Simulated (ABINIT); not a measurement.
# CdAgH3 (Pm-3m): zone-centre phonons, part 2 of 4

Aim: the zone-centre modes of CdAgH3 (Pm-3m).

ABINIT 10.8.3; DFT PBE, scalar-relativistic, plane waves, PseudoDojo norm-conserving pseudopotentials.

So far. Step 5 (Relaxation): The volume changes by +1.5 % in this run and stands -35.5 % from the first cell. Step 6 (Ground state): The cell stands at -0.29 GPa: the relaxation ran with a smoothed and higher cutoff, and the difference is a stress of the finite basis. The relaxed cell has a = 3.938 Å (conventional setting).

The structure was built from a prototype and need not be the compound's stable phase.

In doubt: a PseudoDojo file used here is known to give poor structures and forces, so the values of those runs are not to be relied on.

### Step 7. Linear response at Γ

At q = 0 one unit cell holds all displacements. The response is solved for single atoms along the cell's directions, and symmetry skips those that follow from others. The crystal is treated as a metal, which screens a static field, so no field response is asked.

dfpt_gamma.abi

```

# common to the responses
getwfk_filepath "gso_WFK"
kptopt 2
nqpt 1
qpt 0.0 0.0 0.0
asr 0
chneut 0

# displacements
rfphon 1
rfatpol 1 5
rfdir 1 1 1
tolvrs 1.0d-10
prtwf 0

# basis, mesh and filling
ecut 47.0
ngkpt 6 6 6
nshiftk 1
shiftk 0.0 0.0 0.0
istwfk *1
occopt 3
tsmear 0.01
nband 30
nstep 100
diemac 1000000.0
prtebands 0
prtgsr 0
useylm 1

# cell and atoms
acell 7.442301934 7.442301934 7.442301934
rprim 
    1.0 0.0 0.0
    0.0 1.0 0.0
    0.0 0.0 1.0
ntypat 3
znucl 47 48 1
natom 5
typat 1 2 3 3 3
xred 
    0.0 0.0 0.0
    0.5 0.5 0.5
    0.5 0.5 0.0
    0.5 0.0 0.5
    0.0 0.5 0.5
pp_dirpath "./pseudo"
pseudos "Ag.upf, Cd.upf, H.upf"
```

Started as:

```console
> OMP_NUM_THREADS=1 mpirun -n 4 abinit dfpt_gamma.abi > dfpt_gamma.log
```

Numbers of over 12 decimals in the logs are rounded to 6 here.

dfpt_gamma.abo, the main output file:

```text
[banners, grids, parts of the stress and lines that vanish by symmetry left out]
- input  file    -> dfpt_gamma.abi
- output file    -> dfpt_gamma.abo
- root for input  files -> dfpt_gammai
- root for output files -> dfpt_gammao

 Symmetries : space group Pm -3 m (#221); Bravais cP (primitive cubic)
================================================================================
 Values of the parameters that define the memory need of the present run (RF).
     intxc =       0      iscf =       7    lmnmax =      18     lnmax =       6
     mgfft =      48  mpssoang =       3    mqgrid =    3001     natom =       5
  nloc_mem =       1    nspden =       1   nspinor =       1    nsppol =       1
      nsym =      48    n1xccc =    2501    ntypat =       3    occopt =       3
   xclevel =       2
-    mband =          30        mffmem =           1         mkmem =          28
-   mkqmem =          28        mk1mem =          28           mpw =        6382
      nfft =      110592          nkpt =         112
- my_mband =          30
================================================================================
================================================================================

--------------------------------------------------------------------------------
------------- Echo of variables that govern the present computation ------------
--------------------------------------------------------------------------------
-
- outvars: echo of selected default values
-   iomode0 =  0 , fftalg0 =312 , wfoptalg0 =  0
-
- outvars: echo of global parameters not present in the input file
-  max_nthreads =    1
-
 -outvars: echo values of preprocessed input variables
 [... echo left out ...]
================================================================================

 chkinp: Checking input parameters for consistency.

[...]
== DATASET  1 ==================================================================
-   mpi_nproc: 4, omp_nthreads: 1 (-1 if OMP is not activated)

--- !DatasetInfo
iteration_state: {dtset: 1, }
dimensions: {natom: 5, nkpt: 112, mband: 30, nsppol: 1, nspinor: 1, nspden: 1, mpw: 6382, }
cutoff_energies: {ecut:  47.0, pawecutdg:  -1.0, }
electrons: {nelect:   4.20000000E+01, charge:   0.00000000E+00, occopt:   3.00000000E+00, tsmear:   1.00000000E-02, }
meta: {optdriver: 1, rfphon: 1, }
...

 mkfilename: getwfk from: gso_WFK

 Real(R)+Recip(G) space primitive vectors, cartesian coordinates (Bohr,Bohr^-1):
 R(1)=  7.4423019  0.0000000  0.0000000  G(1)=  0.1343670  0.0000000  0.0000000
 R(2)=  0.0000000  7.4423019  0.0000000  G(2)=  0.0000000  0.1343670  0.0000000
 R(3)=  0.0000000  0.0000000  7.4423019  G(3)=  0.0000000  0.0000000  0.1343670
 Unit cell volume ucvol=  4.1221316E+02 bohr^3
 Angles (23,13,12)=  9.00000000E+01  9.00000000E+01  9.00000000E+01 degrees
 setup1 : take into account q-point for computing boxcut.

 getcut: wavevector=  0.0000  0.0000  0.0000  ngfft=  48  48  48
         ecut(hartree)=     47.000   => boxcut(ratio)=   2.08987

--- Pseudopotential description ------------------------------------------------
- pspini: atom type   1  psp file is ./pseudo/Ag.upf

- pspini: atom type   2  psp file is ./pseudo/Cd.upf

- pspini: atom type   3  psp file is ./pseudo/H.upf

   2.17592890E+03                                ecore*ucvol(ha*bohr**3)
--------------------------------------------------------------------------------

 ==>  initialize data related to q vector <==

 The list of irreducible perturbations for this q vector is:
    1)    idir= 1    ipert=   1
    2)    idir= 1    ipert=   2
    3)    idir= 1    ipert=   3
    4)    idir= 3    ipert=   3

[...]
The perturbation idir=   2  ipert=   1 is
 symmetric of a previously calculated perturbation.
 So, its SCF calculation is not needed.

 The perturbation idir=   3  ipert=   1 is
 symmetric of a previously calculated perturbation.
 So, its SCF calculation is not needed.

 The perturbation idir=   2  ipert=   2 is
 symmetric of a previously calculated perturbation.
 So, its SCF calculation is not needed.

 The perturbation idir=   3  ipert=   2 is
 symmetric of a previously calculated perturbation.
 So, its SCF calculation is not needed.

[...]
The perturbation idir=   2  ipert=   5 is
 symmetric of a previously calculated perturbation.
 So, its SCF calculation is not needed.

 The perturbation idir=   3  ipert=   5 is
 symmetric of a previously calculated perturbation.
 So, its SCF calculation is not needed.

--------------------------------------------------------------------------------
 Perturbation wavevector (in red.coord.)   0.000000  0.000000  0.000000
 Perturbation : displacement of atom   1   along direction   1
 Found     8 symmetries that leave the perturbation invariant.

[...]
dfpt_looppert : total number of electrons, from k and k+q
  fully or partially occupied states are    4.200000E+01 and    4.200000E+01.
 Initialisation of the first-order wave-functions :
  ireadwf=   0

--- !BeginCycle
iteration_state: {dtset: 1, }
solver: {iscf: 7, nstep: 100, nline: 4, wfoptalg: 0, }
tolerances: {tolvrs: 1.00E-10, }
...

     iter   2DEtotal(Ha)        deltaE(Ha) residm    vres2
-ETOT  1   4.075634     -1.225E+04 5.765E+01 2.720E+02
 ETOT  2 -0.628271     -4.704E+00 9.092E-01 2.643E+02
 ETOT  3 -0.692472     -6.420E-02 1.179E+00 4.138E+01
 ETOT  4 -0.701356     -8.884E-03 1.830E-01 1.940E-01
 ETOT  5 -0.701437     -8.124E-05 3.270E-01 2.198E-02
[...]
At SCF step   12       vres2   =  5.76E-11 < tolvrs=  1.00E-10 =>converged.
[...]
Mean square residual over all n,k,spin=   78.004E-07; max=  53.436E-04

 Thirteen components of 2nd-order total energy (hartree) are
 1,2,3: 0th-order hamiltonian combined with 1st-order wavefunctions
     kin0=   1.33943187E+04 eigvalue=   5.89168820E+02  local=  -7.68822267E+03
 4,5,6: 1st-order hamiltonian combined with 1st and 0th-order wfs
 loc psp =  -1.38592921E+04  Hartree=   4.24086375E+03     xc=  -6.22909111E+02
 note that "loc psp" includes a xc core correction that could be resolved
 7,8,9: eventually, occupation + non-local contributions
    edocc=   1.71911790E+02     enl0=   2.16578139E+03   enl1=  -1.06425333E+04
 1-9 gives the relaxation energy (to be shifted if some occ is /=2.0)
   erelax=  -1.22509127E+04
 10,11,12 Non-relaxation  contributions : frozen-wavefunctions and Ewald
 fr.local=   6.83511424E+03 fr.nonlo=   5.32791420E+03  Ewald=   2.45959024E+02
 13,14 Frozen wf xc core corrections (1) and (2)
 frxc 1  =  -1.17187856E+03  frxc 2 =   1.01310235E+03
 Resulting in :
 2DEtotal=   -0.7014412114E+00 Ha. Also 2DEtotal=   -0.190871877312E+02 eV
    (2DErelax=   -1.2250912702E+04 Ha. 2DEnonrelax=    1.2250211261E+04 Ha)
    (  non-var. 2DEtotal :   -7.0144182775E-01 Ha)

[...]
Perturbation wavevector (in red.coord.)   0.000000  0.000000  0.000000
 Perturbation : displacement of atom   2   along direction   1
 Found     8 symmetries that leave the perturbation invariant.

[...]
dfpt_looppert : total number of electrons, from k and k+q
  fully or partially occupied states are    4.200000E+01 and    4.200000E+01.
 Initialisation of the first-order wave-functions :
  ireadwf=   0

--- !BeginCycle
iteration_state: {dtset: 1, }
solver: {iscf: 7, nstep: 100, nline: 4, wfoptalg: 0, }
tolerances: {tolvrs: 1.00E-10, }
...

     iter   2DEtotal(Ha)        deltaE(Ha) residm    vres2
-ETOT  1   8.895413     -1.987E+04 1.809E+02 2.274E+02
[...]
At SCF step   11       vres2   =  4.69E-11 < tolvrs=  1.00E-10 =>converged.
[...]
Mean square residual over all n,k,spin=   21.460E-05; max=  18.109E-02

 Thirteen components of 2nd-order total energy (hartree) are
 1,2,3: 0th-order hamiltonian combined with 1st-order wavefunctions
     kin0=   1.87917357E+04 eigvalue=   1.20958897E+03  local=  -1.23904661E+04
 4,5,6: 1st-order hamiltonian combined with 1st and 0th-order wfs
 loc psp =  -1.77527754E+04  Hartree=   5.19111293E+03     xc=  -7.73601924E+02
 note that "loc psp" includes a xc core correction that could be resolved
 7,8,9: eventually, occupation + non-local contributions
    edocc=   2.04558556E+02     enl0=   7.64435305E+03   enl1=  -2.20017868E+04
 1-9 gives the relaxation energy (to be shifted if some occ is /=2.0)
   erelax=  -1.98772811E+04
 10,11,12 Non-relaxation  contributions : frozen-wavefunctions and Ewald
 fr.local=   8.82084190E+03 fr.nonlo=   1.10194722E+04  Ewald=   2.47647530E+02
 13,14 Frozen wf xc core corrections (1) and (2)
 frxc 1  =  -1.17447791E+03  frxc 2 =   9.65296737E+02
 Resulting in :
 2DEtotal=    0.1499293046E+01 Ha. Also 2DEtotal=    0.407978421598E+02 eV
    (2DErelax=   -1.9877281121E+04 Ha. 2DEnonrelax=    1.9878780414E+04 Ha)
    (  non-var. 2DEtotal :    1.4992934043E+00 Ha)

[...]
Perturbation wavevector (in red.coord.)   0.000000  0.000000  0.000000
 Perturbation : displacement of atom   3   along direction   1
 Found     4 symmetries that leave the perturbation invariant.

[...]
dfpt_looppert : total number of electrons, from k and k+q
  fully or partially occupied states are    4.200000E+01 and    4.200000E+01.
 Initialisation of the first-order wave-functions :
  ireadwf=   0

--- !BeginCycle
iteration_state: {dtset: 1, }
solver: {iscf: 7, nstep: 100, nline: 4, wfoptalg: 0, }
tolerances: {tolvrs: 1.00E-10, }
...

     iter   2DEtotal(Ha)        deltaE(Ha) residm    vres2
-ETOT  1  0.108774     -5.355E+01 2.069E+01 6.535E+02
[...]
At SCF step   12       vres2   =  3.53E-12 < tolvrs=  1.00E-10 =>converged.
[...]
Mean square residual over all n,k,spin=   18.098E-05; max=  31.342E-02

 Thirteen components of 2nd-order total energy (hartree) are
 1,2,3: 0th-order hamiltonian combined with 1st-order wavefunctions
     kin0=   5.70976052E+01 eigvalue=  -1.60327916E+00  local=  -1.04119890E+01
 4,5,6: 1st-order hamiltonian combined with 1st and 0th-order wfs
 loc psp =  -7.65071684E+01  Hartree=   1.17360314E+01     xc=  -8.28487459E+00
 note that "loc psp" includes a xc core correction that could be resolved
 7,8,9: eventually, occupation + non-local contributions
    edocc=   5.81801805E+00     enl0=  -6.76783506E-01   enl1=  -3.08422884E+01
 1-9 gives the relaxation energy (to be shifted if some occ is /=2.0)
   erelax=  -5.36747284E+01
 10,11,12 Non-relaxation  contributions : frozen-wavefunctions and Ewald
 fr.local=   4.49157131E+01 fr.nonlo=   1.56020033E+01  Ewald=  -6.86218164E+00
 13,14 Frozen wf xc core corrections (1) and (2)
 frxc 1  =   0.00000000E+00  frxc 2 =   0.00000000E+00
 Resulting in :
 2DEtotal=   -0.1919365131E-01 Ha. Also 2DEtotal=   -0.522285859191E+00 eV
    (2DErelax=   -5.3674728374E+01 Ha. 2DEnonrelax=    5.3655534723E+01 Ha)
    (  non-var. 2DEtotal :   -1.9193676506E-02 Ha)

[...]
Perturbation wavevector (in red.coord.)   0.000000  0.000000  0.000000
 Perturbation : displacement of atom   3   along direction   3
 Found     8 symmetries that leave the perturbation invariant.

--------------------------------------------------------------------------------

--------------------------------------------------------------------------------

 dfpt_looppert : total number of electrons, from k and k+q
  fully or partially occupied states are    4.200000E+01 and    4.200000E+01.
 Initialisation of the first-order wave-functions :
  ireadwf=   0

--- !BeginCycle
iteration_state: {dtset: 1, }
solver: {iscf: 7, nstep: 100, nline: 4, wfoptalg: 0, }
tolerances: {tolvrs: 1.00E-10, }
...

     iter   2DEtotal(Ha)        deltaE(Ha) residm    vres2
-ETOT  1   3.137663     -5.587E+01 1.996E+01 2.649E+03
[...]
ETOT 11   2.563662      1.776E-13 1.143E+00 6.305E-10
 ETOT 12   2.563662      1.691E-12 2.221E-02 1.511E-12

 At SCF step   12       vres2   =  1.51E-12 < tolvrs=  1.00E-10 =>converged.
[...]
Mean square residual over all n,k,spin=   42.898E-06; max=  22.206E-03

 Thirteen components of 2nd-order total energy (hartree) are
 1,2,3: 0th-order hamiltonian combined with 1st-order wavefunctions
     kin0=   5.87785188E+01 eigvalue=  -1.40445741E+00  local=  -1.25666549E+01
 4,5,6: 1st-order hamiltonian combined with 1st and 0th-order wfs
 loc psp =  -8.12650269E+01  Hartree=   1.37512830E+01     xc=  -8.88025267E+00
 note that "loc psp" includes a xc core correction that could be resolved
 7,8,9: eventually, occupation + non-local contributions
    edocc=   7.51268829E+00     enl0=  -7.44937238E-01   enl1=  -3.16273489E+01
 1-9 gives the relaxation energy (to be shifted if some occ is /=2.0)
   erelax=  -5.64461879E+01
 10,11,12 Non-relaxation  contributions : frozen-wavefunctions and Ewald
 fr.local=  -3.85690978E+01 fr.nonlo=   1.46258436E+01  Ewald=   8.29531046E+01
 13,14 Frozen wf xc core corrections (1) and (2)
 frxc 1  =   0.00000000E+00  frxc 2 =   0.00000000E+00
 Resulting in :
 2DEtotal=    0.2563662495E+01 Ha. Also 2DEtotal=    0.697608103470E+02 eV
    (2DErelax=   -5.6446187902E+01 Ha. 2DEnonrelax=    5.9009850397E+01 Ha)
    (  non-var. 2DEtotal :    2.5636625058E+00 Ha)

[...]
---- first-order wavefunction calculations are completed ----

 ==> Compute Derivative Database <==

 [... matrices left out ...]
  Phonon wavevector (reduced coordinates) :  0.00000  0.00000  0.00000
 Phonon energies in Hartree :
  -1.424996E-03 -1.424996E-03 -1.424996E-03 -1.239832E-03 -1.239832E-03
  -1.239832E-03 -1.973146E-05 -1.973146E-05 -1.973146E-05  3.127858E-04
   3.127858E-04  3.127858E-04  5.324678E-03  5.324678E-03  5.324678E-03
 Phonon frequencies in cm-1    :
- -3.127505E+02 -3.127505E+02 -3.127505E+02 -2.721117E+02 -2.721117E+02
- -2.721117E+02 -4.330555E+00 -4.330555E+00 -4.330555E+00  6.864854E+01
-  6.864854E+01  6.864854E+01  1.168632E+03  1.168632E+03  1.168632E+03

== END DATASET(S) ==============================================================
================================================================================

 -outvars: echo values of variables after computation
            acell      7.4423019340E+00  7.4423019340E+00  7.4423019340E+00 Bohr
           etotal      2.5636624947E+00
            fcart      0.0000000000E+00  0.0000000000E+00  0.0000000000E+00
           strten      0.0000000000E+00  0.0000000000E+00  0.0000000000E+00
================================================================================
```

Run time: 5.8 min. Hardware: 4 MPI ranks of Arm Neoverse V1, shared host; 23 min of CPU time.

Numbers from this step:

- largest acoustic frequency at the zone centre before the sum rule: -4.33 cm⁻¹
- highest optical zone-centre mode (no LO-TO term): 1169 cm⁻¹
- lowest optical zone-centre mode: -312.8 cm⁻¹

The acoustic modes at Γ come out as far as 4.3 cm⁻¹ from zero, where they should vanish, a small numerical error. The lowest optical mode is imaginary, 313i cm⁻¹, an instability at this level and on this k mesh.

(Continued in part 3 of 4.)

[Host names and launcher messages were left out of these logs when they were recorded.]

[Logs are printed without paths, hosts, clocks, repeated set-up lines and the standing remarks that a program may print on its own settings, such as how far it seeks lower states.]

[Hosts, paths, dates, database ids (printed as entryN), source tags and the programs' standing remarks are cut or masked in the printed files.]
